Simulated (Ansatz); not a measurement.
# AlSiPb (built on the sites of a database entry of SrAlSi): relaxing the cell for a phonon run

Wanted: the relaxed cell of AlSiPb (built on the sites of a database entry of SrAlSi).

Calculated with Ansatz 0.2.0; DFT PBEsol, scalar-relativistic, plane waves, PAW.

Most raw output is cut from this account.

The structure was built from a prototype and need not be the compound's stable phase.

### Step 1. Set-up

Symmetry: P-6m2, No. 187, hexagonal system. The conventional cell has a = 3.696 Å, b = 3.696 Å, c = 4.157 Å, α = 90.00°, β = 90.00°, γ = 120.00°. Pb has 6 Al at 2.98 Å and 6 Si at 2.98 Å nearest. Al has 3 Si at 2.13 Å and 6 Pb at 2.98 Å nearest. Si has 3 Al at 2.13 Å and 6 Pb at 2.98 Å nearest. Farther neighbours are not listed.

### Step 2. A coarse first look

First a cheap look: the gap decides the mesh and the occupations, the pressure tells how far the cell has to move.

input.yaml reads:

```yaml
crystal:
  lattice:
    - [3.69585, 0.0, 0.0]
    - [-1.84792, 3.2007, 0.0]
    - [0.0, 0.0, 4.15652]
  atoms:
    - { symbol: Pb, position: [0.0, 0.0, 0.0] }
    - { symbol: Al, position: [0.66666667, 0.33333333, 0.5] }
    - { symbol: Si, position: [0.33333333, 0.66666667, 0.5] }
kpoints:
  mp_grid: { grid: [6, 6, 4] }
hamiltonian:
  xc: pbesol
scf:
  occupations: { method: gaussian, width: 0.1 }
output:
  forces: true
  stress: true
  eigenvalues: true
```

Command:

```bash
$ ansatz run input.yaml --threads 8 --pin off --max-ram 14336MiB --backend cpu --events-out ev --progress --plain --runs-dir out
```

Run time: 0.5 s. Hardware: 8 threads of Arm Neoverse V2, shared host; peak memory 0.35 GiB; 2.2 s of CPU time.

This step gave:

| Quantity | Value |
| --- | --- |
| pressure | 47.23 GPa |
| volume per atom | 16.39 Å³ |
| gap on the k-mesh | 0 eV |

The coarse mesh shows no gap and a pressure of 47.2 GPa.

### Step 3. Coarse relaxation

The start is far from rest, so a relaxation with loose tolerances brings it close first.

Changes to input.yaml since step 2:

```diff
@@ -10,3 +10,3 @@
 kpoints:
-  mp_grid: { grid: [6, 6, 4] }
+  mp_grid: { grid: [6, 6, 6] }
 hamiltonian:
@@ -19 +19,6 @@
   eigenvalues: true
+relax:
+  adjacent_minimum: "off"
+  f_tol: 0.05
+  max_steps: 80
+  cell: { stress_tol: 0.5 }
```

It took 3.8 s on 8 threads; peak memory 0.43 GiB; 23 s of CPU time.

Relaxation path:

| step | energy less that of the first step (eV) | largest force component (eV/Å) | pressure (GPa) | volume (Å³) |
| --- | --- | --- | --- | --- |
| 1 | 0.0000 | 0.0000 | 46.65 | 49.17 |
| 2 | -1.4613 | 0.0000 | 22.82 | 55.67 |
| 3 | -2.1415 | 0.0000 | 8.56 | 61.99 |
| 4 | -2.3174 | 0.0000 | 1.69 | 66.13 |
| 5 | -2.3287 | 0.0000 | 0.12 | 67.09 |
| 6* | -2.3544 | 0.0000 | 0.56 | 67.09 |
| 7 | -2.3558 | 0.0000 | 0.04 | 67.42 |
| 8* | -2.3558 | 0.0000 | 0.04 | 67.42 |

Relaxation steps marked * repeat the geometry before them on a plane-wave basis chosen anew for their cell, so energy and pressure can jump there.

Forces are held to the 12 operations that the run works with; a distortion that breaks them can't arise in this run.

| cell as run | before | after | change |
| --- | --- | --- | --- |
| a (Å) | 3.696 | 4.255 | +15.1 % |
| b (Å) | 3.696 | 4.255 | +15.1 % |
| c (Å) | 4.157 | 4.300 | +3.5 % |
| volume (Å³/atom) | 16.39 | 22.47 | +37.1 % |

The relaxed structure:

```cif
data_structure
_symmetry_space_group_name_H-M 'P 1'
_symmetry_Int_Tables_number 1
_cell_length_a 4.2551
_cell_length_b 4.2551
_cell_length_c 4.3000
_cell_angle_alpha 90.000
_cell_angle_beta 90.000
_cell_angle_gamma 120.000
_cell_volume 67.42
loop_
_atom_site_label
_atom_site_type_symbol
_atom_site_fract_x
_atom_site_fract_y
_atom_site_fract_z
_atom_site_occupancy
Pb1 Pb 0.00000 0.00000 0.00000 1
Al2 Al 0.66667 0.33333 0.50000 1
Si3 Si 0.33333 0.66667 0.50000 1
```

This step gave:

* pressure: 0.04328 GPa
* volume per atom: 22.47 Å³

In this step the volume went from 16.39 to 22.47 Å³/atom.

### Step 4. Bringing the structure to rest

Harmonic phonons are second derivatives at a point where the forces vanish, and they are wanted at zero stress, so atoms and cell are relaxed first.

input.yaml, the sections that differ from step 3:

```yaml
crystal:
  lattice:
    - [4.2550745357, -3.3235e-06, 0.0]
    - [-2.1275343896, 3.6850043047, 0.0]
    - [0.0, 0.0, 4.3000198392]
  atoms:
    - { symbol: Pb, position: [0.0, 0.0, 0.0] }
    - { symbol: Al, position: [0.6666666667, 0.3333333333, 0.5] }
    - { symbol: Si, position: [0.3333333333, 0.6666666667, 0.5] }
kpoints:
  mp_grid: { grid: [9, 9, 8] }
relax:
  adjacent_minimum: "off"
  f_tol: 0.005
  max_steps: 80
  cell: { stress_tol: 0.05 }
# hamiltonian, scf, output: as in step 3
```

The job ended after 3.9 s (8 threads; peak memory 0.5 GiB).

The steps of the relaxation:

| step | energy less that of the first step (eV) | largest force component (eV/Å) | pressure (GPa) | volume (Å³) |
| --- | --- | --- | --- | --- |
| 1 | 0.0000 | 0.0000 | 0.15 | 67.42 |
| 2 | -0.0003 | 0.0000 | -0.01 | 67.69 |
| 3 | -0.0004 | 0.0000 | 0.00 | 67.79 |
| 4* | -0.0005 | 0.0000 | 0.00 | 67.79 |

Relaxation steps marked * repeat the geometry before them on a plane-wave basis chosen anew for their cell, so energy and pressure can jump there.

The run keeps the 12 symmetry operations that it works with, so distortions that break them were not tested.

| conventional cell, symmetrised | before | after | change |
| --- | --- | --- | --- |
| a (Å) | 4.255 | 4.250 | -0.1 % |
| b (Å) | 4.255 | 4.250 | -0.1 % |
| c (Å) | 4.300 | 4.333 | +0.8 % |
| volume (Å³/atom) | 22.47 | 22.60 | +0.5 % |

The relaxed structure:

```
Pb Al Si
1.0
     4.24999    0.00000    0.00000
    -2.12499    3.68060    0.00000
     0.00000    0.00000    4.33345
Pb Al Si
1 1 1
Direct
  0.00000 0.00000 0.00000
  0.66667 0.33333 0.50000
  0.33333 0.66667 0.50000
```

This step gave:

| Item | Value |
| --- | --- |
| pressure | 0.004323 GPa |
| volume per atom | 22.60 Å³ |

In this step the volume went from 22.47 to 22.60 Å³/atom.

### Step 5. Tight relaxation

Phonons need a cell at rest on their own settings, so the relaxation is repeated with tight tolerances on forces and stress, using the mesh and the filling of the phonon run that follows.

input.yaml reads:

```yaml
crystal:
  lattice:
    - [4.2499920306, -3.3195e-06, 0.0]
    - [-2.1249931405, 3.6806027242, 0.0]
    - [0.0, 0.0, 4.3334478777]
  atoms:
    - { symbol: Pb, position: [0.0, 0.0, 0.0] }
    - { symbol: Al, position: [0.6666666667, 0.3333333333, 0.5] }
    - { symbol: Si, position: [0.3333333333, 0.6666666667, 0.5] }
kpoints:
  mp_grid: { grid: [10, 10, 8] }
hamiltonian:
  xc: pbesol
scf:
  occupations: { method: methfessel_paxton, width: 0.15 }
output:
  forces: true
  stress: true
  eigenvalues: true
  write_density: true
  write_potential: true
  elf: true
  volumetric_format: npy
relax:
  adjacent_minimum: "off"
  f_tol: 0.001
  max_steps: 60
  cell: { stress_tol: 0.01 }
```

The job ended after 4.3 s (8 threads; peak memory 0.51 GiB; 30 s of CPU time).

Little changed from the start: no atom moved by 0.005 Å and no cell edge by 0.1 %.

This step gave:

```yaml
pressure: -0.002584 GPa
volume_per_atom: 22.62 Å³
```

Electrostatic potential energy in the ab plane at fractional z = 0.500, with atoms of Al and Si within 0.2 Å of it. With pseudopotentials it is smooth inside the atoms' cores, unlike the true potential.

Ten even steps from '_' (-49 eV) to '@' (11 eV), each cell a mean:
```
@@@@@@@@@@%%%%%%%%@@@@@@@@@@
@@@@@@@@##**++**%%@@@@@@@@@@
@@@@%%**--....==##@@@@@@@@@@
@@@@##--______==##@@@@@@@@@@
@@%%++______..**%%@@@@@@@@@@
%%##--____..==%%%%%%####%%%%
%%##==::::++##%%%%******##%%
%%%%##**##%%%%##**####****%%
@@@@%%%%@@@@%%**##%%%%####%%
@@@@@@@@@@%%##**%%%%##**##@@
@@@@@@@@@@%%##**####**##%%@@
@@@@@@@@@@%%##******##%%@@@@
@@@@@@@@@@@@%%####%%@@@@@@@@
@@@@@@@@@@@@%%%%%%@@@@@@@@@@
```
Columns run along a (4.3 Å; values clipped at the 3rd and 97th percentile), rows up along b (4.3 Å). Atoms in or near the plane, at fractional coordinates: Al at (0.67, 0.33), Si at (0.33, 0.67).

Valence density in the ab plane at fractional z = 0.500, with atoms of Al and Si within 0.2 Å of it. It is the smooth field of the valence electrons, not physical close to the nuclei.

Values in e/Å³, 14 rows by 14 columns, each cell a mean:
```
0.06 0.07 0.10 0.16 0.26 0.38 0.45 0.44 0.35 0.23 0.14 0.09 0.06 0.06
0.07 0.10 0.15 0.24 0.35 0.44 0.47 0.44 0.34 0.22 0.14 0.09 0.07 0.06
0.11 0.15 0.25 0.34 0.35 0.31 0.32 0.37 0.33 0.22 0.14 0.10 0.08 0.08
0.17 0.25 0.35 0.32 0.18 0.12 0.21 0.36 0.34 0.23 0.16 0.12 0.11 0.12
0.27 0.36 0.41 0.25 0.08 0.10 0.28 0.42 0.35 0.25 0.18 0.16 0.16 0.19
0.37 0.46 0.43 0.25 0.16 0.28 0.44 0.44 0.35 0.26 0.20 0.18 0.22 0.28
0.42 0.47 0.43 0.33 0.33 0.43 0.47 0.40 0.33 0.23 0.16 0.16 0.25 0.34
0.37 0.38 0.37 0.36 0.37 0.38 0.37 0.33 0.23 0.12 0.09 0.13 0.26 0.34
0.28 0.27 0.26 0.27 0.28 0.29 0.29 0.23 0.12 0.07 0.07 0.13 0.25 0.29
0.18 0.17 0.16 0.17 0.18 0.21 0.22 0.13 0.08 0.07 0.09 0.15 0.21 0.21
0.11 0.10 0.11 0.12 0.14 0.18 0.18 0.13 0.10 0.10 0.14 0.17 0.17 0.14
0.08 0.07 0.08 0.09 0.12 0.17 0.20 0.21 0.20 0.20 0.19 0.16 0.12 0.09
0.06 0.06 0.07 0.09 0.14 0.21 0.28 0.32 0.31 0.26 0.19 0.13 0.09 0.07
0.05 0.06 0.07 0.11 0.17 0.27 0.35 0.39 0.34 0.25 0.16 0.10 0.07 0.06
```
Columns run along a (4.3 Å), rows up along b (4.3 Å). Atoms in or near the plane, at fractional coordinates: Al at (0.67, 0.33), Si at (0.33, 0.67).

ELF in the ab plane at fractional z = 0.500, with atoms of Al and Si within 0.2 Å of it. It is the smooth field of the valence electrons, not physical close to the nuclei.

Ten even steps from '0' (0.05) to '9' (0.90), each cell a mean:
```
00147999863100
01367888763100
24665556653111
56753435764223
88745448875345
99743589985368
99745899951279
99767999500079
87667885111068
54445650020156
22223430001343
00012454444321
00013689985310
00025899974200
```
Columns run along a (4.3 Å), rows up along b (4.3 Å). Atoms in or near the plane, at fractional coordinates: Al at (0.67, 0.33), Si at (0.33, 0.67).

The forces vanish by symmetry and the pressure is -0.003 GPa, within the tolerances set. The cell now holds 22.62 Å³/atom.

### Step 6. Outcome

```yaml
space_group_after_relaxation_within_0p01_a: P-6m2
lattice_constant_a: 4.250 Å
lattice_constant_b: 4.250 Å
lattice_constant_c: 4.337 Å
volume_per_atom: 22.6 Å³
```

**Reading.** The forces vanish by symmetry and the pressure is -0.003 GPa, within the tolerances set. The cell now holds 22.62 Å³/atom. The relaxation keeps the symmetry of its start, so it says nothing on stability against lower symmetry. The runs are without spin polarisation, although the cell has an odd electron count. Spin-orbit coupling is left out, which can matter for the heavy elements here. The starting cell was built on a prototype and not taken from a measurement, so the phase need not exist.

[Logs are printed without paths, hosts, clocks, repeated set-up lines and the standing remarks that a program may print on its own settings, such as how far it seeks lower states.]

[Hosts, paths, dates, database ids (printed as entryN), source tags and the programs' standing remarks are cut or masked in the printed files.]
